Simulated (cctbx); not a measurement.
# What is wrong with this refinement?

Cell a = 7.1700 Å, b = 7.1700 Å, c = 18.2790 Å, α = 90.00°, β = 90.00°, γ = 120.00°; space group R-3m (no. 166).

Simulated single-crystal data (cctbx): Mo Kα, λ = 0.71073 Å, to d = 0.8 Å, 80 % of the full sphere, strongest reflection 40000 counts, noise from counting, a 4 % proportional error and a noise floor of 15 counts (s.d.); no absorption, and some extinction, which the refinements don't model.

An isotropic refinement with weights 1/σ² prints:

```text
Rint 0.035, 232 unique reflections to 0.80 A
cycle     R1     wR2    GooF  max shift (A)
   1  0.0657  0.1987   9.339   0.66157
   7  0.0118  0.0245   1.152   0.00005
final R1 0.0118 wR2 0.0245 GooF 1.152  parameters 12  data/parameter 19.3
atom        x        y        z      Ueq    occ   su(xyz)  su(Uiso or U11)
Sn1    0.00000  0.50000  0.00000   0.0076  1.000  0.00000  0.0001
Sn2    0.33333  0.66667  0.16667   0.0062  1.000  0.00000  0.0001
Sn3    0.00000  0.00000  0.13223   0.0061  1.000  0.00002  0.0001
S1     0.01595  0.50798  0.24683   0.0092  1.000  0.00013  0.0002
N1     0.66667  0.33333  0.06805   0.0108  1.000  0.00025  0.0010
N2     0.74406  0.25594  0.58363   1.0000  1.000  0.00984  0.1284
difference map: max 0.62 min -1.20 rms 0.17
Q1    0.0000  0.0000  0.1701    6    0.64  0.69 A from Sn3
Q2    0.0878  0.1756  0.7157   18    0.61  1.14 A from N1
Q3    0.0489  0.2524  0.8123   36    0.55  1.60 A from N2
Q4    0.0596  0.1193  0.3675   18    0.54  1.47 A from Sn1
Q5    0.9889  0.4945  0.4332   18    0.51  1.88 A from N2
Q6    0.0811  0.5405  0.2951   18    0.51  0.97 A from S1
```

Q: Accept it or mend it, and why?

Mend it. The fault: spurious atom: N2. Against the right model at the same level, R1 goes from 0.0105 to 0.0118 and GooF from 1.03 to 1.15 and N2 takes U = the program's ceiling. A site with no density behind it hides by a very large U or drifts.

The compound is Sn3S3N. The right model at the same level gives:

```text
Rint 0.035, 232 unique reflections to 0.80 A
cycle     R1     wR2    GooF  max shift (A)
   1  0.1301  0.3131  14.614   0.06502
   2  0.0105  0.0221   1.033   0.00000
final R1 0.0105 wR2 0.0221 GooF 1.033  parameters 9  data/parameter 25.8
atom        x        y        z      Ueq    occ   su(xyz)  su(Uiso or U11)
Sn1    0.00000  0.50000  0.00000   0.0076  1.000  0.00000  0.0001
Sn2    0.33333  0.66667  0.16667   0.0062  1.000  0.00000  0.0001
Sn3    0.00000  0.00000  0.13223   0.0061  1.000  0.00002  0.0001
S1     0.01596  0.50798  0.24683   0.0092  1.000  0.00012  0.0002
N1     0.66667  0.33333  0.06806   0.0107  1.000  0.00022  0.0009
difference map: max 0.60 min -0.96 rms 0.16
Q1    0.0870  0.1739  0.7146   18    0.62  1.14 A from N1
Q2    0.0000  0.0000  0.1711    6    0.55  0.71 A from Sn3
Q3    0.0801  0.5401  0.2936   18    0.47  0.94 A from S1
Q4    0.0476  0.2508  0.8113   36    0.46  1.95 A from Sn3
Q5    0.0592  0.1184  0.3686   18    0.45  1.48 A from Sn1
Q6    0.9905  0.4952  0.4316   18    0.45  2.10 A from Sn3
```

Isotropic U is held between 0.0001 and 1 Å² by the program, and listed peak heights are interpolated, so they can pass the grid's maximum.

The model is made up (kin elements in a known structure type, no relaxation), so it says nothing on whether the phase exists.

[Middle refinement cycles are left out of these outputs.]

[Logs are printed without paths, hosts, clocks, repeated set-up lines and the standing remarks that a program may print on its own settings, such as how far it seeks lower states.]
